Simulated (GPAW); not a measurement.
# Calculated records

**Quasiparticle gap of Al3BP4 (ordered alloy, started on the zincblende lattice) (P-43m) in GPAW**

It takes space group P-43m (No. 215, cubic). The conventional cell has a = 5.280 Å, b = 5.280 Å, c = 5.280 Å, α = 90.00°, β = 90.00°, γ = 90.00°. Nearest to B lie 4 P at 2.07 Å. Nearest to P lie 1 B at 2.07 Å and 3 Al at 2.37 Å. Al has 4 P at 2.37 Å nearest. Farther neighbours are not listed.

```xyz
8
Lattice="5.2802 0.0000 0.0000 0.0000 5.2802 0.0000 0.0000 0.0000 5.2802" Properties=species:S:1:pos:R:3 pbc="T T T"
B     0.0000    0.0000    0.0000
P     1.1936    1.1936    1.1936
Al    2.6401    2.6401    0.0000
P     4.0866    4.0866    1.1936
Al    2.6401    0.0000    2.6401
P     4.0866    1.1936    4.0866
Al    0.0000    2.6401    2.6401
P     1.1936    4.0866    4.0866
```

| Item | Value |
| --- | --- |
| method | DFT, PBE, plane waves, PAW (and 1 further level or step) |
| program | GPAW 26.7.0 |
| settings of one run | cutoff 700 eV, GPAW PAW setups 1.2.1 data release, 4×4×4 k-mesh |
| cost | 5 runs, 4.1 min in all on 4 MPI ranks of Arm Neoverse V1, shared host (the runs of this entry) |
| notes | The structure was built from a prototype and need not be the compound’s stable phase. The start is a generated structure, not a measured one. The structure type comes from a generator and need not be one that this composition takes. Bands and cutoff are finite, so the gap is not at the basis limit. The miss can reach some tenths of an eV and take either sign; the mesh is an error of its own. The 2×2×2 mesh is coarse for this cell, which bears on the long-range parts of exchange and screening. |
| PBE gap | 1.04 eV, indirect |
| G0W0 gap on the mesh | 1.67 eV |
| GW settings | 2×2×2 mesh, 230 bands, screening to 78 eV, Godby-Needs plasmon pole |
| known limits | not at the basis limit; coarse k mesh |

G0W0 moves the gap on the mesh from 1.04 eV to 1.67 eV (+0.63 eV), with Z of 0.78 and 0.79 at the edges. Only 2 of the mesh's irreducible points were corrected, so a valley elsewhere could overtake.

**Quasiparticle gap of Al3BP4 (ordered alloy, started on the zincblende lattice) (P-43m) in GPAW**

The structure is cubic, space group P-43m (No. 215). Conventional cell: a = 5.280 Å, b = 5.280 Å, c = 5.280 Å, α = 90.00°, β = 90.00°, γ = 90.00°. Nearest to B lie 4 P at 2.07 Å. P has 1 B at 2.07 Å and 3 Al at 2.37 Å nearest. Al has 4 P at 2.37 Å nearest. Farther neighbours are not listed.

| Property | Result |
| --- | --- |
| method | DFT, PBE, plane waves, PAW (and 1 further level or step) |
| program | GPAW 26.7.0 |
| settings of one run | cutoff 600 eV, GPAW PAW setups 1.2.1 data release, 2×2×2 k-mesh, nbands 185 |
| cost | 3 runs, 70 s in all on 4 MPI ranks of Arm Neoverse V1, shared host (the runs of this entry) |
| notes | The structure was built from a prototype and need not be the compound’s stable phase. The structure was relaxed with PBE. The structure type comes from a generator and need not be one that this composition takes. Bands and cutoff are finite, so the gap is not at the basis limit. The miss can reach some tenths of an eV and take either sign; the mesh is an error of its own. The 2×2×2 mesh is coarse for this cell, which bears on the long-range parts of exchange and screening. |
| PBE gap | 1.04 eV, indirect |
| G0W0 gap on the mesh | 1.64 eV |
| GW settings | 2×2×2 mesh, 175 bands, screening to 65 eV, Godby-Needs plasmon pole |
| known limits | not at the basis limit; coarse k mesh |

G0W0 moves the gap on the mesh from 1.04 eV to 1.64 eV (+0.60 eV), with Z of 0.78 and 0.79 at the edges. Only 2 of the mesh's irreducible points were corrected, so a valley elsewhere could overtake.

[Paths, hosts, dates, memory and timing lines, banners, echoed tables and standing remarks are left out of the program output.]

[Logs are printed without paths, hosts, clocks, repeated set-up lines and the standing remarks that a program may print on its own settings, such as how far it seeks lower states.]

[Runs of the session that timed out or met a known fault of the program may be left out.]

[Hosts, paths, dates, database ids (printed as entryN), source tags and the programs' standing remarks are cut or masked in the printed files.]
